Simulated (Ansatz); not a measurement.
# Na3WO4Cl (P4/nmm): band gap by G0W0 on PBE, part 2 of 3

Aim: the quasiparticle gap of Na3WO4Cl (P4/nmm), starting from PBE.

Ansatz 0.2.0; PBE, then G0W0 on it, plane waves, PAW. Known limits of the many-body steps: finite bands, screening cutoff and k mesh; no spin-orbit coupling in G0W0; screening cutoff under 40 eV in some runs.

So far. Step 3 (Bands along the symmetry lines): Over mesh and path the gap is 4.665 eV, from k = (0.500, 0.500, 0.500) to k = Γ. The least direct gap found is 4.685 eV, at k = Γ.

## Step 4: G0W0 on the 2×2×4 mesh

G0W0 replaces the xc potential by a self-energy built once from the orbitals of the start. Levels are corrected in the window of bands that the input names, at points of the mesh.

This step: G0W0 on PBE, plane waves, PAW; PAW set soft_1.

File input.yaml:

```yaml
crystal:
  lattice:
    - [7.5181, 0.0, 0.0]
    - [0.0, 7.5181, 0.0]
    - [0.0, 0.0, 5.36]
  atoms:
    - { symbol: Na, position: [0.5, 0.0, 0.3583961323] }
    - { symbol: Na, position: [0.0, 0.5, 0.6416038677] }
    - { symbol: Na, position: [0.75, 0.25, 0.0] }
    - { symbol: Na, position: [0.25, 0.25, 0.0] }
    - { symbol: Na, position: [0.25, 0.75, 0.0] }
    - { symbol: Na, position: [0.75, 0.75, 0.0] }
    - { symbol: W, position: [0.0, 0.0, 0.5] }
    - { symbol: W, position: [0.5, 0.5, 0.5] }
    - { symbol: Cl, position: [0.5, 0.0, 0.842004016] }
    - { symbol: Cl, position: [0.0, 0.5, 0.157995984] }
    - { symbol: O, position: [0.8093847799, 0.0, 0.2988767308] }
    - { symbol: O, position: [0.5, 0.3093847799, 0.2988767308] }
    - { symbol: O, position: [0.1906152201, 0.0, 0.2988767308] }
    - { symbol: O, position: [0.5, 0.6906152201, 0.2988767308] }
    - { symbol: O, position: [0.3093847799, 0.5, 0.7011232692] }
    - { symbol: O, position: [0.0, 0.1906152201, 0.7011232692] }
    - { symbol: O, position: [0.6906152201, 0.5, 0.7011232692] }
    - { symbol: O, position: [0.0, 0.8093847799, 0.7011232692] }
kpoints:
  mp_grid: { grid: [2, 2, 4] }
hamiltonian:
  xc: pbe
  pseudopotentials: { kind: paw, azcp: { folder: soft_1 } }
scf:
  occupations: { method: fixed }
gw:
  n_empty_bands: 1019
  ecut_chi: 130.0
  qp_bands: [v4, c4]
  qp_kpoints: band_edges
  screening: { model: contour_deformation }
```

On the command line:

```console
$ ansatz run input.yaml --threads 2 --pin off --max-ram 92160MiB --backend cuda --events-out ev --progress --plain --runs-dir out --devices 1 --max-vram 13GiB
```

Numbers of over 12 decimals in the logs are rounded to 6 here.

What it wrote:

```text
GPUs: using 1 of 1 available (devices: 1).
[...]
GPU FFT provider: cuFFT
GPU libraries: cuBLAS 13.8.2, cuFFT 12.4.0, cuSOLVER 12.3.4
Crystal: 18 atoms, lattice volume = 302.957 Å³
Basis set: ecut = 420 eV, 5929 PW (Γ)
Bands: 90, of which v1, the nominal top of the filled ones, is band 72 counted from 1 (71 counted from 0)
Symmetry: 16 space group operations
[...]
k-points: 9 of 16
[...]
GPU buffer pool allocated for 104976 grid points (all kernels)
[...]
SCF iter   1: F=—  HF=-36418.703099 eV  |F-HF|=—  |Δ(HF+E_count)|=         —  Δρ=9.22e-2  dr2=3.57e1  ethr=3.10e-3  ⟨swp⟩=5.0  Hψ=2406  notcnv=0  defer=127
[...]
SCF iter  10: F=-36407.006981 eV  HF=-36407.006981 eV  |F-HF|=1.47e-8  |Δ(HF+E_count)|=   5.80e-8  Δρ=2.18e-6  dr2=1.81e-8  ethr=6.94e-11  ⟨swp⟩=10.3  Hψ=3864  notcnv=0
SCF 1 converged in 10 iterations: F = -36407.006981 eV  dr2 = 1.81e-8
[...]
the band table was solved once the SCF had ended and its energy, with any forces and stress, was formed, with the checks that follow a solve (3024 applications of the Hamiltonian). They found nothing against the state; the energy, forces and stress were not computed again (output.eigenvalues in the input reference)
[...]
G₀W₀ screening: q 1/9
[... further progress lines ...]
SCF converged after 10 iterations
Free energy (F): -36407.006981 eV
[...]
Internal energy: -36407.006981 eV  (E = F + TS)
E sigma→0 (E₀):  -36407.006981 eV
Fermi energy:    2.481108 eV
[...]
--- Band table (eV; the first three rows and the last of 9) ---
  k-point 0: bands = [... 68 lower, 2.1790, 2.3340, 2.3340, 2.4610, 7.1464, 7.5321, 7.8333, 8.0221, ... 14 higher]
  k-point 1: bands = [... 68 lower, 2.2961, 2.4043, 2.4043, 2.4506, 7.6332, 7.6558, 8.0316, 8.0511, ... 14 higher]
  k-point 2: bands = [... 68 lower, 2.3908, 2.4402, 2.4785, 2.4785, 7.7362, 7.9644, 8.0757, 8.1883, ... 14 higher]
  k-point 8: bands = [... 68 lower, 2.2626, 2.2626, 2.4811, 2.4811, 7.8641, 7.8641, 8.1517, 8.1517, ... 14 higher]
--- G₀W₀: contour deformation, 6 samples at zero and on the imaginary axis and 1 off it, 16 q-points, 1019 empty bands' worth ---
  eigenvalues of the whole cell's RPA ε∞ on this k-mesh (on a slab, of 1 + 4πα/V) = 2.4668, 2.4668, 2.4706; static W/v taken at q = 0 is 0.405269
  bands read: the sum over 1091 bands ends inside a degenerate multiplet in 7 slots, whose members it reads at an even weight; the widest, k=0: bands 1091 to 1092 (counted from 1) at 1/2 each
  gw.qp_kpoints: band_edges: 9 of 9 stored k-points solved, in 1 pass; an edge of the gap read off the rows below is read off those points alone
    ik  band        ε_KS         Σx   Σc(E_QP)       V_xc       Z   E_QP_lin       E_QP  E_QP is
     0    69      2.1790   -24.8890     4.1148   -19.4968  0.7577     0.8780     0.9017  root
     0    70      2.3340   -24.8944     3.9960   -19.6193  0.7604     1.0323     1.0551  root
     0    71      2.3340   -24.8944     3.9960   -19.6193  0.7604     1.0323     1.0551  root
     0    72      2.4610   -25.3024     4.0012   -20.1004  0.7584     1.2409     1.2603  root
     0    73      7.1464    -7.5229    -3.3187   -11.8024  0.8481     8.1141     8.1073  root
     0    74      7.5321   -15.0381    -3.7123   -20.4149  0.8091     9.2226     9.1965  root
     0    75      7.8333   -13.9440    -3.6703   -19.1910  0.8134     9.4334     9.4100  root
     0    76      8.0221   -13.2297    -3.6467   -18.3849  0.8178     9.5514     9.5306  root
     1    69      2.2961   -24.5441     3.8670   -19.3391  0.7641     0.9334     0.9582  root
     1    70      2.4043   -25.1738     4.0507   -19.8811  0.7589     1.1411     1.1625  root
     1    71      2.4043   -25.1738     4.0507   -19.8811  0.7589     1.1411     1.1625  root
     1    72      2.4506   -25.3030     4.0042   -20.0945  0.7585     1.2269     1.2465  root
     1    73      7.6332   -15.4391    -3.7163   -20.8574  0.8058     9.3632     9.3351  root
     1    74      7.6558   -10.2249    -3.4126   -14.8789  0.8319     8.9098     8.8971  root
     1    75      8.0316   -15.4519    -3.6802   -20.8582  0.8037     9.7873     9.7576  root
     1    76      8.0511   -11.1742    -3.5554   -16.0416  0.8287     9.3780     9.3632  root
     2    69      2.3908   -24.3744     3.7228   -19.2823  0.7677     0.9963     1.0215  root
     2    70      2.4402   -25.3039     4.0073   -20.0891  0.7586     1.2130     1.2328  root
     2    71      2.4785   -25.2930     4.0388   -20.0241  0.7591     1.2279     1.2485  root
     2    72      2.4785   -25.2930     4.0388   -20.0241  0.7591     1.2279     1.2485  root
     2    73      7.7362   -15.8642    -3.7252   -21.3320  0.8023     9.5090     9.4787  root
     2    74      7.9644   -15.8334    -3.6707   -21.2509  0.8037     9.7408     9.7110  root
     2    75      8.0757   -16.6724    -3.7041   -22.2200  0.7940     9.9554     9.9193  root
     2    76      8.1883   -16.5873    -3.6778   -22.1065  0.7962    10.0644    10.0297  root
     3    69      2.3301   -24.4644     3.8043   -19.2997  0.7660     0.9445     0.9698  root
     3    70      2.3301   -24.4644     3.8043   -19.2997  0.7660     0.9445     0.9698  root
     3    71      2.3820   -25.1799     4.0313   -19.9208  0.7588     1.1337     1.1544  root
     3    72      2.3820   -25.1799     4.0313   -19.9208  0.7588     1.1337     1.1544  root
     3    73      7.6875   -12.5441    -3.5690   -17.5525  0.8211     9.1452     9.1269  root
     3    74      7.6875   -12.5441    -3.5690   -17.5525  0.8211     9.1452     9.1269  root
     3    75      7.7707   -15.6904    -3.6939   -21.1180  0.8032     9.5339     9.5043  root
     3    76      7.7707   -15.6904    -3.6939   -21.1180  0.8032     9.5339     9.5043  root
     4    69      2.3335   -24.9240     3.9936   -19.6492  0.7607     1.0295     1.0524  root
     4    70      2.3335   -24.9240     3.9936   -19.6492  0.7607     1.0295     1.0524  root
     4    71      2.4169   -25.1577     4.0182   -19.9041  0.7592     1.1605     1.1815  root
     4    72      2.4169   -25.1577     4.0182   -19.9041  0.7592     1.1605     1.1815  root
     4    73      7.8295   -15.9210    -3.7030   -21.3805  0.8012     9.6169     9.5860  root
     4    74      7.8295   -15.9210    -3.7030   -21.3805  0.8012     9.6169     9.5860  root
     4    75      7.9320   -14.8675    -3.6379   -20.1733  0.8076     9.6266     9.5998  root
     4    76      7.9320   -14.8675    -3.6379   -20.1733  0.8076     9.6266     9.5998  root
[...]
7    73      7.8209   -15.7337    -3.7025   -21.1722  0.8023     9.5868     9.5567  root
     7    74      7.8209   -15.7337    -3.7025   -21.1722  0.8023     9.5868     9.5567  root
     7    75      7.9917   -15.5450    -3.6758   -20.9474  0.8039     9.7476     9.7181  root
     7    76      7.9917   -15.5450    -3.6758   -20.9474  0.8039     9.7476     9.7181  root
     8    69      2.2626   -24.6377     3.8779   -19.4477  0.7629     0.9267     0.9505  root
     8    70      2.2626   -24.6377     3.8779   -19.4477  0.7629     0.9267     0.9505  root
     8    71      2.4811   -25.4025     4.0774   -20.1175  0.7578     1.2537     1.2736  root
     8    72      2.4811   -25.4025     4.0774   -20.1175  0.7578     1.2537     1.2736  root
     8    73      7.8641   -15.9835    -3.7216   -21.4658  0.8006     9.6561     9.6248  root
     8    74      7.8641   -15.9835    -3.7216   -21.4658  0.8006     9.6561     9.6248  root
     8    75      8.1517   -16.5383    -3.6645   -22.0337  0.7969    10.0167     9.9826  root
     8    76      8.1517   -16.5383    -3.6645   -22.0337  0.7969    10.0167     9.9826  root
```

Wall time 4.6 min (1 × NVIDIA H100 80GB HBM3 (shared by 6 runs) with 2 threads of AMD EPYC 7R13 (Zen 3), shared host); peak memory 3.4 GiB; 6.8 min of CPU time.

This step gave:

```
bands summed                                    : 1091
RPA ε∞ on this mesh (eigenvalues)               : 2.467, 2.467, 2.471
plane waves in the screening matrix             : 1001
q-points in the mesh                            : 16
G0W0 gap over the corrected points              : 6.834 eV
k of the valence top                            : -0.5, -0.5, -0.5
k of the conduction bottom                      : 0, 0, 0
starting gap on the mesh                        : 4.665 eV
Z at the valence top                            : 0.7578
Z at the conduction bottom                      : 0.8481
least direct G0W0 gap over the corrected points : 6.847 eV
```

Over all 9 irreducible mesh points the G0W0 gap is 6.834 eV, from k = (-0.500, -0.500, -0.500) to k = Γ. The PBE gap of this run on the mesh is 4.665 eV. The two states that bound the G0W0 gap lie that far apart at the start, so the correction of the gap is 6.834 − 4.665 = +2.169 eV. The start of this run differs from the step before in mesh (4×4×4 and 2×2×4).

Labels follow the order of the start: v1 is the top filled band, c1 the lowest empty one; levels that stay degenerate share a row, the window can cut a multiplet, doubted levels are not marked in this list, bands outside the window were not corrected, and the list may be a part of the corrected levels. Levels before and after the correction, in eV, zero at the valence-band top of each column:

|  | conduction bottom | valence top |
| --- | --- | --- |
| Kohn-Sham | 4.67 | 0.00 |
| G0W0 | 6.83 | 0.00 |

|  | level | occupation | energy (eV) |
| --- | --- | --- | --- |
| Kohn-Sham | Γ v3-v2 | 2 | -0.147 |
| Kohn-Sham | Γ v1 | 2 | -0.020 |
| Kohn-Sham | Γ c1 | 0 | 4.665 |
| Kohn-Sham | Γ c2 | 0 | 5.051 |
| Kohn-Sham | Γ c3 | 0 | 5.352 |
| Kohn-Sham | (-0.5 -0.5 -0.5) v3 | 2 | -0.218 |
| Kohn-Sham | (-0.5 -0.5 -0.5) v2-v1 | 2 | 0.000 |
| Kohn-Sham | (-0.5 -0.5 -0.5) c1-c2 | 0 | 5.383 |
| Kohn-Sham | (-0.5 -0.5 -0.5) c3 | 0 | 5.671 |
| G0W0 | Γ v3-v2 | 2 | -0.219 |
| G0W0 | Γ v1 | 2 | -0.013 |
| G0W0 | Γ c1 | 0 | 6.834 |
| G0W0 | Γ c2 | 0 | 7.923 |
| G0W0 | Γ c3 | 0 | 8.136 |
| G0W0 | (-0.5 -0.5 -0.5) v3 | 2 | -0.323 |
| G0W0 | (-0.5 -0.5 -0.5) v2-v1 | 2 | 0.000 |
| G0W0 | (-0.5 -0.5 -0.5) c1-c2 | 0 | 8.351 |
| G0W0 | (-0.5 -0.5 -0.5) c3 | 0 | 8.709 |

The parts of the quasiparticle energy for the two states that bound the G0W0 gap, in eV on the run's own scale (QP = start + Σx + Σc − Vxc, with Σc at the quasiparticle energy):

| edge | k | band | start | Σx | Σc | Vxc | Z | QP |
| --- | --- | --- | --- | --- | --- | --- | --- | --- |
| valence top | (-0.500, -0.500, -0.500) | 71 | 2.481 | −25.402 | 4.077 | −20.117 | 0.758 | 1.274 |
| conduction bottom | Γ | 73 | 7.146 | −7.523 | −3.319 | −11.802 | 0.848 | 8.107 |

[end of part 2 of 3]

[Paths, hosts, dates, memory and timing lines, banners, echoed tables and standing remarks are left out of the program output.]

[Logs are printed without paths, hosts, clocks, repeated set-up lines and the standing remarks that a program may print on its own settings, such as how far it seeks lower states.]

[Runs of the session that timed out or met a known fault of the program may be left out.]

[Cells called generated may have been cut or substituted from an entry of the Crystallography Open Database or the Materials Project.]

[Hosts, paths, dates, database ids (printed as entryN), source tags and the programs' standing remarks are cut or masked in the printed files.]

[Where an RPA ε∞ is given, it is that of the G0W0 mesh and is not shown converged in it. Names of k-points follow the symmetry that the program found, which can be lower than the space group named. Band edges on a path are those of the sampled points; other points can move an edge, and change direct to indirect where valleys lie close.]

[Hybrid gaps are those of their k-mesh and are not shown converged in it.]
